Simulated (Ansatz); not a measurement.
# What YAlSe3 (model cell, started as cubic perovskite with Al in the octahedra) distorts into

Wanted: the energy along a soft mode of YAlSe3 (model cell, started as cubic perovskite with Al in the octahedra) and the structure at the end.

Program: Ansatz 0.2.0. Level of theory: DFT PBEsol, scalar-relativistic, plane waves, PAW; PAW set soft_1. Results are calculated unless marked as measured.

The structure was built from a prototype and need not be the compound's stable phase.

### 1. The structure

Symmetry: Pm-3m, No. 221, cubic system. Conventional cell: a = 4.832 Å, b = 4.832 Å, c = 4.832 Å, α = 90.00°, β = 90.00°, γ = 90.00°. Y has 12 Se at 3.42 Å nearest. Nearest to Al lie 6 Se at 2.42 Å. Nearest to Se lie 2 Al at 2.42 Å and 4 Y at 3.42 Å. Farther neighbours and most contacts between anions are not listed.

### 2. Phonons on a q mesh

The cell comes from relaxations at this level that are not shown. Stability and thermal properties need the whole zone. Linear response on a 2×2×2 q mesh gives force constants as far as a supercell of that size would.

Input file input.yaml:

```yaml
crystal:
  lattice:
    - [4.8323304856, 0.0, 0.0]
    - [0.0, 4.8323304856, 0.0]
    - [0.0, 0.0, 4.8323304856]
  atoms:
    - { symbol: "Y", position: [0.0, 0.0, 0.0] }
    - { symbol: Al, position: [0.5, 0.5, 0.5] }
    - { symbol: Se, position: [0.5, 0.5, 0.0] }
    - { symbol: Se, position: [0.5, 0.0, 0.5] }
    - { symbol: Se, position: [0.0, 0.5, 0.5] }
kpoints:
  mp_grid: { grid: [8, 8, 8] }
hamiltonian:
  xc: pbesol
  pseudopotentials: { kind: paw, azcp: { folder: soft_1 }, xc_functional: pbe }
scf:
  occupations: { method: methfessel_paxton, width: 0.2 }
output:
  eigenvalues: true
phonons:
  method: dfpt
  qmesh: [2, 2, 2]
  temperatures: { t_max: 1000, t_step: 50 }
  qpath:
    path:
      - [[0.0, 0.0, 0.0], [0.0, 0.5, 0.0], [0.5, 0.5, 0.0], [0.0, 0.0, 0.0], [0.5, 0.5, 0.5], [0.0, 0.5, 0.0]]
      - [[0.5, 0.5, 0.5], [0.5, 0.5, 0.0]]
    npoints: 10
```

Started as:

```bash
> ansatz run input.yaml --threads 4 --pin off --max-ram 16384MiB --backend cpu --events-out ev --progress --plain --runs-dir out
```

Numbers of over 12 decimals in the logs are rounded to 6 here.

What it wrote:

```text
Engine: ansatz 0.2.0, aarch64-unknown-linux-gnu
Pseudopotentials: kind: paw
Pseudopotential: Y, paw, valence charge 11, recommended cutoff 420 eV (normal), soft_1/Y.paw.azcp
Pseudopotential: Al, paw, valence charge 3, recommended cutoff 420 eV (normal), soft_1/Al.paw.azcp
Pseudopotential: Se, paw, valence charge 16, recommended cutoff 420 eV (normal), soft_1/Se.paw.azcp
Functional definition: PBEsol
  exchange = pbesol_x
  correlation = pbesol_c
Crystal: 5 atoms, lattice volume = 112.842 Å³
Basis set: ecut = 420 eV, 2205 PW (Γ), exchange–correlation on 72×72×72 points (8 copies of the dense FFT grid, shifted against one another)
Bands: 38, of which v1, the nominal top of the filled ones, is band 31 counted from 1 (30 counted from 0)
Symmetry: 48 space group operations
k-points: 35 of 512
Non-local potential: Y, projectors of the file, l = 0: 3, l = 1: 2, l = 2: 2, l = 3: 1
Non-local potential: Al, projectors of the file, l = 0: 2, l = 1: 2, l = 2: 1
Non-local potential: Se, projectors of the file, l = 0: 2, l = 1: 2, l = 2: 3, l = 3: 1
PAW form: soft (Blöchl's): semilocal exchange-correlation on the pseudo side does not see the compensation charge
PAW frozen core: Y, regenerated for the run's functional, and the local potential with it (the file was generated under x = pbe(κ = 0.804, μ = 0.219515), c = pbe(β = 0.066725))
PAW frozen core: Al, regenerated for the run's functional, and the local potential with it (the file was generated under x = pbe(κ = 0.804, μ = 0.219515), c = pbe(β = 0.066725))
PAW frozen core: Se, regenerated for the run's functional, and the local potential with it (the file was generated under x = pbe(κ = 0.804, μ = 0.219515), c = pbe(β = 0.066725))
PAW one-centre angular grid: Y, 590 points (default); XC on 64 Gauss nodes
PAW one-centre angular grid: Al, 110 points (default); XC on 64 Gauss nodes
PAW one-centre angular grid: Se, 590 points (default); XC on 64 Gauss nodes
Initial density: superposition of atomic densities (chi_scale 0.1, normalization cell, long waves kept (reshape's long-wave potential 0.00 eV rms))
Initial wavefunctions: pseudopotential atomic-orbital guess
Functional: x = pbesol(κ = 0.804, μ = 0.123457), c = pbesol(β = 0.046)
SCF iter   1: F=—  HF=-20596.788762 eV  |F-HF|=—  |Δ(HF+E_count)|=         —  Δρ=3.10e-2  dr2=1.36e0  ethr=3.10e-3  ⟨swp⟩=6.2  Hψ=5194  notcnv=0
preconditioner: auto → Resta (q_TF=auto, 2.469 Å⁻¹)  ε∞=6.2  [insulator: Δε(μ)=0.156 eV  Ē_g=7.529 eV  σ=0.200 eV  W_gap=0.61  n_scr=26 (ndim 8)  ℏωp=17.1 eV  f_vac=0.000  D(μ)=1.11/eV (n_scr^D=6)  ε∞_Penn≈6.2]
SCF iter   2: F=—  HF=-20596.529387 eV  |F-HF|=—  |Δ(HF+E_count)|=   2.59e-1  S|Δr|=    0.00e0  Δρ=1.68e-2  dr2=3.68e-1  ethr=2.19e-3  ⟨swp⟩=2.0  Hψ=1796  notcnv=0  defer=30
SCF iter   3: F=—  HF=-20596.423035 eV  |F-HF|=—  |Δ(HF+E_count)|=   1.06e-1  S|Δr|=    0.00e0  Δρ=2.71e-3  dr2=9.67e-3  ethr=5.93e-4  ⟨swp⟩=2.0  Hψ=2076  notcnv=0  defer=30
SCF iter   4: F=—  HF=-20596.421834 eV  |F-HF|=—  |Δ(HF+E_count)|=   1.20e-3  S|Δr|=    0.00e0  Δρ=8.46e-4  dr2=9.02e-4  ethr=1.56e-5  ⟨swp⟩=2.0  Hψ=2376  notcnv=0  defer=30
SCF iter   5: F=—  HF=-20596.421343 eV  |F-HF|=—  |Δ(HF+E_count)|=   4.91e-4  S|Δr|=    0.00e0  Δρ=2.72e-4  dr2=6.78e-5  ethr=1.45e-6  ⟨swp⟩=2.0  Hψ=2384  notcnv=0  defer=30
SCF iter   6: F=—  HF=-20596.421355 eV  |F-HF|=—  |Δ(HF+E_count)|=   1.21e-5  S|Δr|=    0.00e0  Δρ=6.01e-5  dr2=6.06e-6  ethr=1.09e-7  ⟨swp⟩=2.4  Hψ=2395  notcnv=0  defer=30
SCF iter   7: F=—  HF=-20596.421356 eV  |F-HF|=—  |Δ(HF+E_count)|=   1.10e-6  S|Δr|=    0.00e0  Δρ=1.22e-5  dr2=3.76e-7  ethr=9.77e-9  ⟨swp⟩=2.2  Hψ=2181  notcnv=0  defer=30
SCF iter   8: F=—  HF=-20596.421356 eV  |F-HF|=—  |Δ(HF+E_count)|=   1.04e-8  S|Δr|=    0.00e0  Δρ=2.41e-6  dr2=9.11e-9  ethr=6.06e-10  ⟨swp⟩=2.0  Hψ=1693  notcnv=0  defer=30
SCF iter   9: F=—  HF=-20596.421356 eV  |F-HF|=—  |Δ(HF+E_count)|=  3.35e-10  S|Δr|=    0.00e0  Δρ=6.18e-7  dr2=4.66e-10  ethr=1.47e-11  ⟨swp⟩=2.3  Hψ=2290  notcnv=0  defer=30
SCF iter  10: F=-20596.421356 eV  HF=-20596.421356 eV  |F-HF|=1.09e-11  |Δ(HF+E_count)|=  4.37e-11  S|Δr|=    0.00e0  Δρ=8.56e-8  dr2=8.42e-12  ethr=1.00e-12  ⟨swp⟩=8.7  Hψ=7016  notcnv=0
the search or the solves at the SCF's close seem to have found levels that the self-consistency loop had missed (the run counts 1). By its estimate they hold under 1e-12 electrons; where the run keeps them, the occupations were computed again with them
SCF 1 converged in 10 iterations: F = -20596.421356 eV  dr2 = 8.42e-12
  greatest PAW one-centre occupation: 1.000 electrons in one spin orbital (limit 2), on the Se atom at site 2 (counted from 0), in its partial waves of l = 2
Initial density: read from a saved state, or passed on in memory by an earlier SCF of this step, an earlier step, the calling program or the single point that the run made first
iter 1 solved again at ethr=1.93e-8 eV; its pass at ethr=3.10e-3 eV (dr2=1.19e-5 eV) is discarded
SCF iter   1: F=—  HF=-20596.421356 eV  |F-HF|=—  |Δ(HF+E_count)|=         —  Δρ=2.04e-7  dr2=5.39e-11  ethr=1.93e-8  ⟨swp⟩=3.6  Hψ=8914  notcnv=0
eigensolver tolerance schedule: the retry pair's looser diagonalisation over-reported the residual by 221431.15 of it (diagonalisation noise at an unbounded share of the residual, at the tolerance the schedule requests for it); recorded, not acted on — ethr = c·dr2/N_el stays at c = 1.0e-1
preconditioner: auto → Kerker (q_TF=auto, 2.469 Å⁻¹)  [metal: Δε(μ)=0.078 eV  Ē_g=7.951 eV  σ=0.200 eV  W_gap=0.32  n_scr=26 (ndim 8)  ℏωp=17.1 eV  f_vac=0.000  D(μ)=1.15/eV (n_scr^D=6)]
SCF iter   2: F=—  HF=-20596.421356 eV  |F-HF|=—  |Δ(HF+E_count)|=   2.22e-7  S|Δr|=    0.00e0  Δρ=1.01e-7  dr2=1.60e-11  ethr=1.00e-12  ⟨swp⟩=3.0  Hψ=3248  notcnv=0
SCF iter   3: F=-20596.421356 eV  HF=-20596.421356 eV  |F-HF|=3.64e-12  |Δ(HF+E_count)|=    0.00e0  S|Δr|=    0.00e0  Δρ=7.79e-8  dr2=8.93e-12  ethr=1.00e-12  ⟨swp⟩=3.4  Hψ=3001  notcnv=0
SCF 2 converged in 3 iterations: F = -20596.421356 eV  dr2 = 8.93e-12
  greatest PAW one-centre occupation: 1.000 electrons in one spin orbital (limit 2), on the Se atom at site 4 (counted from 0), in its partial waves of l = 2
phonons: the bands overlap, so this run is a metal and interpolates without the dipole-dipole term. If the crystal is really an insulator or semiconductor, its LO-TO splitting is missing
NSCF: frozen V_eff on 35 k-points
NSCF: frozen V_eff on 125 k-points
DFPT response loops at q = (0, 0, 0) (fractional): preconditioner auto → Kerker (q_TF=auto, 2.469 Å⁻¹) (partly filled bands, converged f_vac=0.000); β = 1.00, the filter's whole step (`scf.mixing.beta` (0.50) is not read by the response loops under this deck's `scf.mixing.preconditioner`; to damp them name `kerker` or `kerker_dos`, under which they read `scf.mixing.beta`, and type it under 1.00, their step now; both keys bind the ground state too); Broyden in place of MSR1
NSCF: frozen V_eff on 250 k-points
DFPT response loops at q = (0, 0, -0.5) (fractional): mixed as the last ones told, above
NSCF: frozen V_eff on 250 k-points
DFPT response loops at q = (0, -0.5, -0.5) (fractional): mixed as the last ones told, above
NSCF: frozen V_eff on 250 k-points
DFPT response loops at q = (-0.5, -0.5, -0.5) (fractional): mixed as the last ones told, above
SCF converged after 10 iterations
Stability not checked: this state was not tested for a lower state beside it, because cold or Methfessel-Paxton smearing, or corrected tetrahedra, fill the levels in a way that the test cannot read (fill_not_monotonic; see scf.lower_state_search)
Free energy (F): -20596.421356 eV
Harris-Foulkes:  -20596.421356 eV  (|F-HF|=1.09e-11)
Internal energy: -20596.422449 eV  (E = F + TS)
E sigma→0 (E₀):  -20596.421629 eV
Entropy (-TS):   0.001093 eV (0.219 meV/atom)
Fermi energy:    9.500456 eV
--- Per-component energies (eV) ---
  E_band       = -1198.804880
  E_kinetic    = 673.545435
  E_local      = -8539.261617  (includes V_loc(G=0)·N_el)
  E_nonlocal   = -1022.406396
  E_hartree    = 4403.465475
  E_xc         = -470.652145
  E_vxc        = -508.253366  (∫ρ·V_xc dr)
  E_paw        = -9478.470593  (= ΣΔE_a)
  E_vpaw       = -609.358994  (= ΣTr[D̂ρ^β])
  E_aug_tail   = -0.000958  (compensation charges beyond the density's cutoff)
  E_ewald      = -6165.834919
  E_core_change = 3.193268  (= ΣΔE_core)
  E_smearing   = 0.001093  (= −TS)
  E_closure    = -0.000000  (closes the sum)
  Σ components = -20596.421356   (vs F -20596.421356, Δ=0.00e0)
--- Band table (eV; the first three rows and the last of 35) ---
  k-point 0: bands = [... 27 lower, 8.1021, 8.1496, 8.7361, 8.7361, 8.7361, 10.0625, 10.0625, 10.4406, ... 3 higher]
  k-point 1: bands = [... 27 lower, 7.8777, 8.0854, 8.5992, 8.6103, 8.6103, 10.1920, 10.4775, 10.5227, ... 3 higher]
  k-point 2: bands = [... 27 lower, 7.4272, 7.4272, 8.3687, 8.3687, 9.4111, 10.5222, 10.5726, 11.3724, ... 3 higher]
  k-point 34: bands = [... 27 lower, 8.1871, 9.8958, 9.8958, 9.8958, 10.1610, 11.0432, 11.0432, 11.0432, ... 3 higher]
--- Phonons (Γ-DFPT): 4 representative perturbations + reference (Σ response iterations 12) ---
  ASR residual: 4.194e-5 → 0.000e0 eV/Å²; symmetrization residual: 6.833e-6 eV/Å²
  ASR residual per site (eV/Å²): 4.19e-5 2.30e-5 2.36e-5 2.36e-5 2.36e-5
  Γ frequencies (cm⁻¹): -126.39 -126.39 -126.39 -106.95 -106.95 -106.95 0.00 0.00 0.00 56.31 56.31 56.31 345.89 345.89 345.89
--- Phonons (arbitrary-q DFPT): 4 irreducible q on the 2×2×2 mesh ---
  q = [0.0000, 0.0000, 0.0000] (star 1, of the zone-centre solve; hermiticity 1.00e-6, symmetrization 7.85e-12): -126.39 -126.39 -126.39 -106.95 -106.95 -106.95 -0.00 -0.00 -0.00 56.31 56.31 56.31 345.89 345.89 345.89
  q = [0.0000, 0.0000, -0.5000] (star 3, 9 solved perturbations in 975 linear systems a pass and spin channel, the states on 125 of 512 k-point pairs; hermiticity 5.77e-7, symmetrization 3.65e-12): -116.50 -116.50 -96.11 -75.02 -75.02 22.95 22.95 49.78 52.23 86.64 86.64 227.33 322.11 344.75 344.75
  q = [0.0000, -0.5000, -0.5000] (star 3, 9 solved perturbations in 975 linear systems a pass and spin channel, the states on 125 of 512 k-point pairs; hermiticity 8.12e-7, symmetrization 5.37e-13): -145.38 -127.40 -127.40 -63.10 -63.10 -49.51 63.31 63.31 94.97 113.31 185.87 256.00 336.09 336.09 343.37
  q = [-0.5000, -0.5000, -0.5000] (star 1, 4 solved perturbations in 350 linear systems a pass and spin channel, the states on 125 of 512 k-point pairs; hermiticity 3.48e-7, symmetrization 8.92e-12): -166.68 -166.68 -166.68 -117.03 -117.03 -117.03 89.19 89.19 89.19 183.40 183.40 275.00 353.81 353.81 353.81
  sum rule: each row above includes the acoustic sum rule's correction from the zone centre's row sums; it moved no ω² by more than (0.48 cm⁻¹)²
  mesh force constants: q→R imaginary residual 6.47e-18; ASR residual 4.194e-5 → 0.000e0 eV/Å²; symmetrization residual 8.882e-15 eV/Å²
  interpolated dispersion: 62 rows × 15 modes
  density of states and harmonic sums: on the 14×14×14 q-mesh, interpolated from the force constants of a 2×2×2 supercell (no non-analytic term)
  largest difference from the sums on the solved wave vectors: F 5.88e-2 eV, S 6.24e-5 and C_V 2.64e-5 eV/K
  zero-point energy: 0.105632 eV/cell   skipped modes (ω ≤ 0): 712, of them read as no rigid motion or as one in doubt: 709 (5.935e0 modes/cell left out, lowest -166.68 cm⁻¹)   left out of the sums: 3.96e-1 of the cell's modes: C_V's classical limit lies that fraction below 3 k_B per atom; for a crystal, a wire or a layer, F and S can be off by more, and a phonons.interpolated_qmesh denser along its periods is the remedy for the sampling
```

It took 6 min on 4 threads of Arm Neoverse V1, shared host; peak memory 1.6 GiB.

This step gave:

* volume per atom: 22.57 Å³
* gap on the k-mesh: 0 eV
* sum-rule residual before enforcement: 4.19e-5 eV/Å²
* lowest frequency on the path: -166.7 cm⁻¹
* point group: m-3m
* highest frequency on the path or at a solved wavevector: 353.8 cm⁻¹
* highest optical mode at the zone centre (no LO-TO term): 345.9 cm⁻¹
* lowest optical zone-centre mode: -126.4 cm⁻¹
* lowest mode on the q mesh (acoustic modes at Γ apart): -166.7 cm⁻¹

Frequencies (cm⁻¹) solved at each irreducible wavevector; negative means imaginary. Frequencies by wavevector, by row:

```tsv
q in reciprocal lattice units	star	mode 1	mode 2	mode 3	mode 4	mode 13	mode 14	mode 15
0 0 0	1	-126.4	-126.4	-126.4	-107	345.9	345.9	345.9
0 0 -0.5	3	-116.5	-116.5	-96.1	-75	322.1	344.8	344.8
0 -0.5 -0.5	3	-145.4	-127.4	-127.4	-63.1	336.1	336.1	343.4
-0.5 -0.5 -0.5	1	-166.7	-166.7	-166.7	-117	353.8	353.8	353.8
```

Interpolated from a 2×2×2 q mesh. The phonon branches at the labelled points (cm⁻¹):

```tsv
point	branch 1	branch 2	branch 3	branch 4	branch 12	branch 13	branch 14	branch 15
Γ	-126	-126	-126	-107	56	346	346	346
halfway	-121	-121	-102	-95	158	338	345	345
X	-116	-116	-96	-75	227	322	345	345
halfway	-132	-117	-107	-99	232	329	342	344
M	-145	-127	-127	-63	256	336	336	343
halfway	-124	-115	-110	-101	179	336	343	345
Γ	-126	-126	-126	-107	56	346	346	346
halfway	-128	-122	-122	-100	197	339	339	348
R	-167	-167	-167	-117	275	354	354	354
halfway	-140	-134	-122	-106	238	337	341	348
X	-116	-116	-96	-75	227	322	345	345
jump to R	-167	-167	-167	-117	275	354	354	354
halfway	-156	-144	-144	-108	259	345	345	348
M	-145	-127	-127	-63	256	336	336	343
```

Symmetry leaves 4 wavevectors to solve. The lowest mode among them, the acoustic zeros apart, lies at q = (-0.5, -0.5, -0.5) and is imaginary, 166.7i cm⁻¹, so the energy falls along it.

### 3. The mode frozen in, largest atomic shift 0 Å

The mode followed lies at q = (-0.5, -0.5, -0.5) with frequency 166.7i cm⁻¹ and is 3-fold degenerate, the softest among the wavevectors solved. At small amplitude the distorted cell has space group no. 140 by a symmetry search on the positions. The undistorted cell that holds it gives the zero of energy on the same k mesh.

System of this step: YAlSe3 (model cell, started as cubic perovskite with Al in the octahedra). The structure is cubic, space group Pm-3m (No. 221). The conventional cell has a = 4.832 Å, b = 4.832 Å, c = 4.832 Å, α = 90.00°, β = 90.00°, γ = 90.00°. Nearest to Y lie 12 Se at 3.42 Å. Nearest to Al lie 6 Se at 2.42 Å. Nearest to Se lie 2 Al at 2.42 Å and 4 Y at 3.42 Å. Farther neighbours and most contacts between anions are not listed.

input.yaml, the sections that differ from step 2:

```yaml
crystal:
  lattice:
    - [4.8323304856, 4.8323304856, 0.0]
    - [4.8323304856, 0.0, 4.8323304856]
    - [4.8323304856, 0.0, -4.8323304856]
  atoms:
    - { symbol: "Y", position: [0.0, 0.5, 0.5] }
    - { symbol: "Y", position: [0.0, 0.0, 0.0] }
    - { symbol: Al, position: [0.5, 0.25, 0.75] }
    - { symbol: Al, position: [0.5, 0.75, 0.25] }
    - { symbol: Se, position: [0.5, 0.5, 0.5] }
    - { symbol: Se, position: [0.5, 0.0, 0.0] }
    - { symbol: Se, position: [0.0, 0.0, 0.5] }
    - { symbol: Se, position: [0.0, 0.5, 0.0] }
    - { symbol: Se, position: [0.5, 0.0, 0.5] }
    - { symbol: Se, position: [0.5, 0.5, 0.0] }
output:
  forces: true
  stress: true
  eigenvalues: true
# kpoints, hamiltonian, scf: as in step 2
# phonons: removed
```

What it wrote:

```text
[...]
Crystal: 10 atoms, lattice volume = 225.684 Å³
Basis set: ecut = 420 eV, 4477 PW (Γ), exchange–correlation on 96×96×96 points (8 copies of the dense FFT grid, shifted against one another)
Bands: 75, of which v1, the nominal top of the filled ones, is band 62 counted from 1 (61 counted from 0)
Symmetry: 96 space group operations
[...]
k-points: 29 of 512
[...]
k-point 0: bands = [... 58 lower, 8.7330, 8.7330, 9.8888, 9.8888, 9.8888, 10.0591, 10.0591, 10.1576, ... 9 higher]
  k-point 1: bands = [... 58 lower, 8.6985, 8.6985, 9.5420, 9.5420, 9.7937, 10.2151, 10.2151, 10.3491, ... 9 higher]
  k-point 2: bands = [... 58 lower, 8.6586, 9.0092, 9.1058, 9.1058, 9.5413, 10.3976, 10.3976, 10.6374, ... 9 higher]
  k-point 28: bands = [... 58 lower, 7.9699, 7.9699, 8.5360, 8.5360, 11.2949, 11.2949, 11.2956, 11.2956, ... 9 higher]
[key lines of the parts left out:]
SCF converged after 9 iterations
Free energy (F): -41192.851380 eV
Fermi energy:    9.488057 eV
P = ⅓ Tr σ = -0.0014 GPa (-0.014 kbar)
```

It took 8.9 s on 4 threads; peak memory 0.92 GiB; 35 s of CPU time.

This step gave:

| Quantity | Value |
| --- | --- |
| pressure | -0.001410 GPa |
| energy from the undistorted cell | 0 meV/atom |

The run ends at a pressure of 0.00 GPa.

### 4. The mode frozen in, largest atomic shift 0.6 Å

The atoms are moved along the unstable eigenvector, the largest shift by 0.6 Å, with the cell fixed.

input.yaml, the sections that differ from step 3:

```yaml
crystal:
  lattice:
    - [4.8323304856, 4.8323304856, 0.0]
    - [4.8323304856, 0.0, 4.8323304856]
    - [4.8323304856, 0.0, -4.8323304856]
  atoms:
    - { symbol: "Y", position: [0.0, 0.5, 0.5] }
    - { symbol: "Y", position: [0.0, 0.0, 0.0] }
    - { symbol: Al, position: [0.5, 0.25, 0.75] }
    - { symbol: Al, position: [0.5, 0.75, 0.25] }
    - { symbol: Se, position: [0.5, 0.5620818466, 0.5620818466] }
    - { symbol: Se, position: [0.5, -0.0620818466, -0.0620818466] }
    - { symbol: Se, position: [0.0, 0.0, 0.5] }
    - { symbol: Se, position: [0.0, 0.5, 0.0] }
    - { symbol: Se, position: [0.5, 0.0620818466, 0.4379181534] }
    - { symbol: Se, position: [0.5, 0.4379181534, 0.0620818466] }
# kpoints, hamiltonian, scf, output: as in step 3
```

What it wrote:

```text
[...]
Crystal: 10 atoms, lattice volume = 225.684 Å³
Basis set: ecut = 420 eV, 4477 PW (Γ), exchange–correlation on 96×96×96 points (8 copies of the dense FFT grid, shifted against one another)
Bands: 75, of which v1, the nominal top of the filled ones, is band 62 counted from 1 (61 counted from 0)
Symmetry: 16 space group operations
[...]
k-points: 59 of 512
[...]
k-point 0: bands = [... 58 lower, 8.7890, 8.7890, 8.7941, 8.7941, 9.1531, 10.2602, 11.0993, 11.1675, ... 6 higher]
  k-point 1: bands = [... 58 lower, 8.5243, 8.7080, 8.7934, 8.8256, 9.3966, 10.3287, 11.1204, 11.1323, ... 6 higher]
  k-point 2: bands = [... 58 lower, 8.3711, 8.6106, 8.6681, 8.7493, 9.7537, 10.5342, 11.2056, 11.2521, ... 6 higher]
  k-point 58: bands = [... 58 lower, 7.8815, 8.3974, 8.4450, 8.4450, 10.8255, 10.9186, 11.0464, 11.0697, ... 6 higher]
[key lines of the parts left out:]
SCF converged after 10 iterations
Free energy (F): -41195.264709 eV
Fermi energy:    8.941544 eV
P = ⅓ Tr σ = -0.8066 GPa (-8.066 kbar)
```

Run time: 20 s. Hardware: 4 threads; peak memory 1.2 GiB; 79 s of CPU time.

This step gave:

```yaml
pressure: -0.8066 GPa
gap_on_the_k_mesh: 0.2685 eV
energy_from_the_undistorted_cell: -241.7 meV/atom
```

The energy, extrapolated to zero smearing, is -241.70 meV/atom against the undistorted cell.

The run ends at a pressure of -0.81 GPa, with forces up to 0.84 eV/Å.

### 5. Energy along the mode, all amplitudes (two of the runs are shown above)

An imaginary frequency means negative curvature, so the energy should fall and then rise again as anharmonic terms take over.

This step gave:

```
depth at the lowest point sampled  : 241.7 meV/atom
largest atomic shift at that point : 0.6 Å
```

The energy from the parent by largest atomic shift:

```tsv
largest atomic shift (Å)	energy from the parent (meV/atom)
0.000	0
0.040	-2.44
0.080	-9.38
0.140	-26.6
0.220	-59.1
0.320	-109
0.450	-177
0.600	-242
```

Displacement at unit largest shift by atom:

```tsv
atom	x (Å)	y (Å)	z (Å)	size
Y1	0.00	0.00	0.00	0.00
Y2	0.00	0.00	0.00	0.00
Al3	0.00	0.00	0.00	0.00
Al4	0.00	0.00	0.00	0.00
Se5	1.00	0.00	0.00	1.00
Se6	-1.00	0.00	0.00	1.00
Se7	0.00	0.00	0.00	0.00
Se8	0.00	0.00	0.00	0.00
Se9	0.00	0.00	1.00	1.00
Se10	0.00	0.00	-1.00	1.00
```

The lowest of the steps tried is the last one, at 0.6 Å, 242 meV/atom below the parent; the bottom of the well need not coincide with a step.

[end of part 1 of 3]

[Logs are printed without paths, hosts, clocks, repeated set-up lines and the standing remarks that a program may print on its own settings, such as how far it seeks lower states.]

[Hosts, paths, dates, database ids (printed as entryN), source tags and the programs' standing remarks are cut or masked in the printed files.]
